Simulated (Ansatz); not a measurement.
# Be2Ge (model cell, started as antifluorite): relaxing the cell for a phonon run

Task: relax Be2Ge (model cell, started as antifluorite) tightly.

Method: DFT PBEsol, scalar-relativistic, plane waves, PAW, in Ansatz 0.2.0.

Most raw output is cut from this account.

The structure was built from a prototype and need not be the compound's stable phase.

### 1. Starting point

Symmetry: Fm-3m, No. 225, cubic system. The conventional cell has a = 5.432 Å, b = 5.432 Å, c = 5.432 Å, α = 90.00°, β = 90.00°, γ = 90.00°. Nearest to Ge lie 8 Be at 2.35 Å. Nearest to Be lie 4 Ge at 2.35 Å. Farther neighbours are not listed.

### 2. Probe on a coarse mesh

First a cheap look: the gap decides the mesh and the occupations, the pressure tells how far the cell has to move.

input.yaml reads:

```yaml
crystal:
  lattice:
    - [0.0, 2.71586, 2.71586]
    - [2.71586, 0.0, 2.71586]
    - [2.71586, 2.71586, 0.0]
  atoms:
    - { symbol: Ge, position: [0.0, 0.0, 0.0] }
    - { symbol: Be, position: [0.25, 0.25, 0.25] }
    - { symbol: Be, position: [0.75, 0.75, 0.75] }
kpoints:
  mp_grid: { grid: [6, 6, 6] }
hamiltonian:
  xc: pbesol
scf:
  occupations: { method: gaussian, width: 0.1 }
output:
  forces: true
  stress: true
  eigenvalues: true
```

Started as:

```
ansatz run input.yaml --threads 4 --pin off --max-ram 7168MiB --backend cpu --events-out ev --progress --plain --runs-dir out
```

Wall time 1.1 s (4 threads of Intel Xeon 6975P-C (Granite Rapids), shared host); peak memory 0.33 GiB; 1.1 s of CPU time.

This step gave:

```yaml
pressure: -4.996 GPa
volume_per_atom: 13.35 Å³
gap_on_the_k_mesh: 0 eV
```

The coarse mesh shows no gap and a pressure of -5.0 GPa.

### 3. Relaxation

The cell and atoms are relaxed, since residual forces and stress would shift the frequencies.

input.yaml, as its differences from that of step 2:

```diff
@@ -10,3 +10,3 @@
 kpoints:
-  mp_grid: { grid: [6, 6, 6] }
+  mp_grid: { grid: [12, 12, 12] }
 hamiltonian:
@@ -19 +19,6 @@
   eigenvalues: true
+relax:
+  adjacent_minimum: "off"
+  f_tol: 0.005
+  max_steps: 80
+  cell: { stress_tol: 0.05 }
```

The job ended after 9.2 s (4 threads; peak memory 0.44 GiB).

Step by step:

```csv
step,energy less that of the first step (eV),largest force component (eV/Å),pressure (GPa),volume (Å³)
1,0.0000,0.0000,-4.89,40.06
2,-0.0338,0.0000,-0.95,38.27
3,-0.0350,0.0000,0.08,37.86
4,-0.0350,0.0000,0.00,37.89
5*,-0.0347,0.0000,0.00,37.89
```

Relaxation steps marked * repeat the geometry before them on a plane-wave basis chosen anew for their cell, so energy and pressure can jump there.

Forces are held to the 48 operations that the run works with; a distortion that breaks them can't arise in this run.

```csv
"conventional cell, symmetrised",before,after,change
a (Å),5.432,5.332,-1.8 %
b (Å),5.432,5.332,-1.8 %
c (Å),5.432,5.332,-1.8 %
volume (Å³/atom),13.35,12.63,-5.4 %
```

The relaxed structure:

```
Ge Be
1.0
     0.00000    2.66580    2.66580
     2.66580    0.00000    2.66580
     2.66580    2.66580    0.00000
Ge Be
1 2
Direct
  0.00000 0.00000 0.00000
  0.25000 0.25000 0.25000
  0.75000 0.75000 0.75000
```

Numbers from this step:

| Property | Result |
| --- | --- |
| pressure | -0.004912 GPa |
| volume per atom | 12.63 Å³ |

In this step the volume went from 13.35 to 12.63 Å³/atom.

### 4. Relaxing to small forces for the phonons

Phonons need a cell at rest on their own settings, so the relaxation is repeated with tight tolerances on forces and stress, using the mesh and the filling of the phonon run that follows.

input.yaml, the sections that differ from step 3:

```yaml
crystal:
  lattice:
    - [0.0, 2.6658020919, 2.6658020919]
    - [2.6658020919, 0.0, 2.6658020919]
    - [2.6658020919, 2.6658020919, 0.0]
  atoms:
    - { symbol: Ge, position: [0.0, 0.0, 0.0] }
    - { symbol: Be, position: [0.25, 0.25, 0.25] }
    - { symbol: Be, position: [0.75, 0.75, 0.75] }
scf:
  occupations: { method: methfessel_paxton, width: 0.15 }
relax:
  adjacent_minimum: "off"
  f_tol: 0.001
  max_steps: 60
  cell: { stress_tol: 0.01 }
# kpoints, hamiltonian, output: as in step 3
```

Elapsed: 4.2 s, on 4 threads; peak memory 0.4 GiB; 6.2 s of CPU time.

Little changed from the start: no atom moved by 0.005 Å and no cell edge by 0.1 %.

This step gave:

- pressure: -0.009404 GPa

The forces vanish by symmetry and the pressure is -0.009 GPa, within the tolerances set. The cell now holds 12.63 Å³/atom.

### 5. Summary of results

| Item | Value |
| --- | --- |
| space group after relaxation | Fm-3m |
| lattice constant a | 5.332 Å |
| lattice constant b | 5.332 Å |
| lattice constant c | 5.332 Å |
| volume per atom | 12.6 Å³ |

In words: The forces vanish by symmetry and the pressure is -0.009 GPa, within the tolerances set. The cell now holds 12.63 Å³/atom. The relaxation keeps the symmetry of its start, so it says nothing on stability against lower symmetry. The starting cell was built on a prototype and not taken from a measurement, so the phase need not exist.

[Logs are printed without paths, hosts, clocks, repeated set-up lines and the standing remarks that a program may print on its own settings, such as how far it seeks lower states.]

[Hosts, paths, dates, database ids (printed as entryN), source tags and the programs' standing remarks are cut or masked in the printed files.]
